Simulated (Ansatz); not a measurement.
# A hypothetical structure for NaZrF3, part 2 of 2

Starting from a made-up structure for NaZrF3, the aim is the relaxed cell, its shortest contacts and, where a second run follows, its electronic structure.

Ansatz 0.2.0; DFT, PBE, plane-wave PAW, files of the set soft_1, scalar-relativistic, no spin, cell and ions relaxed at zero pressure; PAW set soft_1 (the session's first sound run).

So far: Set-up; Relaxing cell and atoms.

**2. Relaxing cell and atoms (continued)**

The shortest distance of each pair, which need not be the same contact before and after:

| pair | guess (Å) | relaxed (Å) |
| --- | --- | --- |
| F–Zr | 2.111 | 2.183 |
| F–Na | 2.986 | 3.088 |
| F–F | 2.986 | 3.088 |
| Na–Zr | 3.657 | 3.781 |
| Zr–Zr | 4.223 | 4.366 |

The relaxation ends with a pressure of 0.01 GPa.

**3. Bands of the relaxed cell**

With the geometry fixed, one more self-consistent run, with a narrower smearing and the mesh shown in its input, gives the bands, and its pressure, and its forces where symmetry allows any, show how far the geometry depends on these settings.

This step: DFT, PBE, plane-wave PAW, files of the set soft_1, scalar-relativistic, no spin, bands and density of states at the relaxed cell; PAW set soft_1 (Ansatz 0.2.0).

Input file input.yaml:

```yaml
crystal:
  lattice:
    - [4.3664454352, 0.0, 0.0]
    - [0.0, 4.3664454352, 0.0]
    - [0.0, 0.0, 4.3664454352]
  atoms:
    - { symbol: Zr, position: [0.5, 0.5, 0.5] }
    - { symbol: Na, position: [0.0, 0.0, 0.0] }
    - { symbol: F, position: [0.0, 0.5, 0.5] }
    - { symbol: F, position: [0.5, 0.5, 0.0] }
    - { symbol: F, position: [0.5, 0.0, 0.5] }
kpoints:
  mp_grid: { grid: [8, 8, 8] }
  band_path:
    path:
      - [[0.0, 0.0, 0.0], [0.0, 0.5, 0.0], [0.5, 0.5, 0.0], [0.0, 0.0, 0.0], [0.5, 0.5, 0.5], [0.0, 0.5, 0.0]]
      - [[0.5, 0.5, 0.0], [0.5, 0.5, 0.5]]
    npoints: 13
scf:
  occupations: { method: fermi_dirac, width: 0.03 }
  n_extra_bands: 9
hamiltonian:
  xc: pbe
  pseudopotentials: { kind: paw, azcp: { folder: soft_1 } }
output:
  forces: true
  stress: true
  write_bands: true
  dos: { projected: true }
  write_density: true
  write_potential: true
  elf: true
  volumetric_format: npy
```

Launch:

```bash
$ ansatz run input.yaml --threads 4 --pin off --max-ram 8192MiB --backend cpu --events-out ev --progress --plain --runs-dir out
```

Numbers of over 12 decimals in the logs are rounded to 6 here.

Log:

```text
[...]
Crystal: 5 atoms, lattice volume = 83.250 Å³
Basis set: ecut = 420 eV, 1647 PW (Γ), exchange–correlation on 60×60×60 points (8 copies of the dense FFT grid, shifted against one another)
Bands: 30, of which v1, the nominal top of the filled ones, is band 21 counted from 1 (20 counted from 0)
Symmetry: 48 space group operations
[...]
k-points: 35 of 512
[...]
SCF iter   1: F=—  HF=-8106.679537 eV  |F-HF|=—  |Δ(HF+E_count)|=         —  Δρ=1.95e-1  dr2=3.12e1  ethr=3.10e-3  ⟨swp⟩=6.0  Hψ=4426  notcnv=0
[...]
SCF iter  10: F=-8099.272261 eV  HF=-8099.272261 eV  |F-HF|=1.64e-8  |Δ(HF+E_count)|=   2.13e-7  Δρ=4.54e-6  dr2=3.24e-8  ethr=2.38e-10  ⟨swp⟩=12.8  Hψ=7347  notcnv=0
SCF 1 converged in 10 iterations: F = -8099.272261 eV  dr2 = 3.24e-8
[...]
NSCF: frozen V_eff on 80 k-points
SCF converged after 10 iterations
Free energy (F): -8099.272261 eV
[...]
Internal energy: -8099.255825 eV  (E = F + TS)
E sigma→0 (E₀):  -8099.264043 eV
Entropy (-TS):   -0.016436 eV (-3.287 meV/atom)
Fermi energy:    8.391752 eV
[...]
--- Stress (GPa, compression-positive) ---
        0.065286      -0.000000       0.000000
       -0.000000       0.065286       0.000000
        0.000000       0.000000       0.065286
  P = ⅓ Tr σ = 0.0653 GPa (0.653 kbar)
--- Band table (eV; the first three rows and the last of 35) ---
  k-point 0: bands = [... 17 lower, 0.4566, 0.4566, 0.4566, 6.5159, 7.9010, 7.9010, 7.9010, 9.9498, ... 5 higher]
  k-point 1: bands = [... 17 lower, 0.4417, 0.4458, 0.4458, 6.7114, 7.9126, 8.0160, 8.0160, 9.9731, ... 5 higher]
  k-point 2: bands = [... 17 lower, 0.4065, 0.4455, 0.4455, 7.2364, 7.9410, 8.2940, 8.2940, 10.0274, ... 5 higher]
  k-point 34: bands = [... 17 lower, 0.8807, 0.8807, 0.8807, 9.4017, 9.4017, 9.4017, 10.3403, 13.0964, ... 5 higher]
```

Run time: 2.3 s. Hardware: 4 threads of Arm Neoverse V2, shared host; peak memory 0.44 GiB; 8.5 s of CPU time.

Reading the cycles: dr2 is the Hartree energy of the density residual (eV), the measure of convergence; HF is the Harris–Foulkes estimate of the energy, which meets the free energy F at convergence.

This step gave:

```yaml
free_energy: -8099.2723 eV
energy_at_zero_smearing: -8099.2640 eV
smearing_term_ts: 0.01644 eV
fermi_energy: 8.392 eV
pressure: 0.06529 GPa
```

From bands.tsv, the bands that come nearest the Fermi level along the path, at its corners, in eV from the Fermi level:

| point | band 17 | band 18 | band 19 | band 20 | band 21 | band 22 | band 23 | band 24 |
| --- | --- | --- | --- | --- | --- | --- | --- | --- |
| Γ | -7.96 | -7.94 | -7.94 | -7.94 | -1.88 | -0.49 | -0.49 | -0.49 |
| X | -8.35 | -8.03 | -7.94 | -7.94 | -0.41 | 0.30 | 0.30 | 0.40 |
| M | -8.34 | -8.21 | -8.21 | -7.52 | 0.40 | 0.40 | 0.57 | 2.02 |
| Γ | -7.96 | -7.94 | -7.94 | -7.94 | -1.88 | -0.49 | -0.49 | -0.49 |
| R | -9.21 | -7.51 | -7.51 | -7.51 | 1.01 | 1.01 | 1.01 | 1.95 |
| X | -8.35 | -8.03 | -7.94 | -7.94 | -0.41 | 0.30 | 0.30 | 0.40 |
| M | -8.34 | -8.21 | -8.21 | -7.52 | 0.40 | 0.40 | 0.57 | 2.02 |
| R | -9.21 | -7.51 | -7.51 | -7.51 | 1.01 | 1.01 | 1.01 | 1.95 |

States per cell as run, both spins, in windows of 1 eV, from dos.tsv (zero at the Fermi level):

| from | to | total |
| --- | --- | --- |
| -8 | -7 | 4.72 |
| -7 | -6 | 0.00 |
| -6 | -5 | 0.00 |
| -5 | -4 | 0.00 |
| -4 | -3 | 0.00 |
| -3 | -2 | 0.00 |
| -2 | -1 | 0.15 |
| -1 | 0 | 1.80 |
| 0 | 1 | 5.27 |
| 1 | 2 | 1.76 |
| 2 | 3 | 2.49 |
| 3 | 4 | 1.50 |
| 4 | 5 | 2.69 |

Below -8 eV lie 35.3 more states.

Electrostatic potential energy in the ac plane at fractional y = 0.500, with atoms of Zr and F within 0.2 Å of it. With pseudopotentials it is smooth inside the atoms' cores, unlike the true potential.

Ten even steps from '_' (-52 eV) to '@' (10 eV), each cell a mean:
```
@@@@@@@@@@**::::--%%@@@@@@@@
@@@@@@@@@@%%**++**@@@@@@@@@@
@@@@@@@@@@@@%%%%%%@@@@@@@@@@
@@@@@@@@%%##****##%%@@@@@@@@
##%%@@@@##++--::--**%%@@@@%%
::==%%%%**::______--##%%**--
..::**%%++..______::**%%++::
::--##%%++..______--**%%**::
++##@@%%##--....::++##@@%%**
@@@@@@@@%%##++++**##%%@@@@@@
@@@@@@@@@@%%%%%%%%@@@@@@@@@@
@@@@@@@@@@@@##**%%@@@@@@@@@@
@@@@@@@@@@##--::==%%@@@@@@@@
@@@@@@@@@@++::..::##@@@@@@@@
```
Columns run along a (4.4 Å; values clipped at the 3rd and 97th percentile), rows up along c (4.4 Å). Atoms in or near the plane, at fractional coordinates: Zr at (0.50, 0.50), F at (0.00, 0.50), F at (0.50, 0.00).

Valence density in the ac plane at fractional y = 0.500, with atoms of Zr and F within 0.2 Å of it. It is the smooth field of the valence electrons, not physical close to the nuclei.

Ten even steps from '_' (0 e/Å³) to '@' (13 e/Å³), each cell a mean:
```
__________..++##--__________
____________..::..__________
____________________________
____________________________
..__________......__________
++::______..::--::..____..--
@@++..____::--::--..____::##
##--______::----::..____..++
::..______..::::..________..
____________________________
____________________________
______________..____________
__________..--++::__________
__________::##@@++..________
```
Columns run along a (4.4 Å), rows up along c (4.4 Å). Atoms in or near the plane, at fractional coordinates: Zr at (0.50, 0.50), F at (0.00, 0.50), F at (0.50, 0.00).

ELF in the ac plane at fractional y = 0.500, with atoms of Zr and F within 0.2 Å of it. It is the smooth field of the valence electrons, not physical close to the nuclei.

Values, 14 rows by 14 columns, each cell a mean:
```
0.05 0.04 0.05 0.20 0.56 0.78 0.74 0.67 0.77 0.73 0.42 0.11 0.04 0.04
0.04 0.04 0.04 0.11 0.36 0.65 0.76 0.77 0.74 0.56 0.25 0.06 0.03 0.04
0.14 0.10 0.05 0.05 0.11 0.23 0.33 0.36 0.30 0.18 0.08 0.05 0.06 0.11
0.47 0.38 0.17 0.07 0.09 0.17 0.22 0.23 0.21 0.14 0.07 0.08 0.25 0.42
0.76 0.70 0.41 0.12 0.22 0.57 0.67 0.66 0.66 0.45 0.14 0.18 0.56 0.73
0.73 0.78 0.62 0.18 0.35 0.74 0.67 0.56 0.72 0.66 0.21 0.30 0.74 0.77
0.54 0.73 0.69 0.21 0.38 0.70 0.43 0.18 0.56 0.66 0.23 0.36 0.77 0.67
0.67 0.76 0.66 0.20 0.37 0.74 0.60 0.43 0.67 0.67 0.22 0.33 0.76 0.74
0.79 0.76 0.51 0.15 0.28 0.69 0.74 0.70 0.74 0.57 0.17 0.23 0.65 0.78
0.61 0.51 0.25 0.08 0.12 0.28 0.37 0.38 0.35 0.22 0.09 0.11 0.36 0.56
0.23 0.17 0.08 0.05 0.08 0.15 0.20 0.21 0.18 0.12 0.07 0.05 0.11 0.20
0.06 0.04 0.04 0.08 0.25 0.51 0.66 0.69 0.62 0.41 0.17 0.05 0.04 0.05
0.04 0.04 0.04 0.17 0.51 0.76 0.76 0.73 0.78 0.70 0.38 0.10 0.04 0.04
0.06 0.04 0.06 0.23 0.61 0.79 0.67 0.54 0.73 0.76 0.47 0.14 0.04 0.05
```
Columns run along a (4.4 Å), rows up along c (4.4 Å). Atoms in or near the plane, at fractional coordinates: Zr at (0.50, 0.50), F at (0.00, 0.50), F at (0.50, 0.00).

**4. Outcome**

```json
{
  "space group, relaxed": "Pm-3m",
  "conventional cell": "a = 4.366, b = 4.366, c = 4.366 Å; α = 90.0°, β = 90.0°, γ = 90.0°",
  "volume per atom": "16.65 Å³ (guess 15.06)"
}
```

NaZrF3 relaxes to Pm-3m with a = 4.366, b = 4.366 and c = 4.366 Å. The guessed volume was 10 % too small. The space group Pm-3m was held in the relaxation, so the end point is a stationary structure within it and may be a saddle against distortions or other arrangements. Bands cross the Fermi level, so it is a metal or semimetal at this level. On the 8×8×8 mesh with the narrower smearing (relaxed on 6×6×6) the forces vanish, as symmetry may demand, and the largest stress component is 0.065 GPa, against the relaxation's thresholds of 0.015 eV/Å and 0.05 GPa. The cutoff wasn't tested. No dispersion term is used, so weakly bound directions may come out too long. Nothing here tests whether the compound is stable against decomposition.

[Logs are printed without paths, hosts, clocks, repeated set-up lines and the standing remarks that a program may print on its own settings, such as how far it seeks lower states.]

[Hosts, paths, dates, database ids (printed as entryN), source tags and the programs' standing remarks are cut or masked in the printed files.]
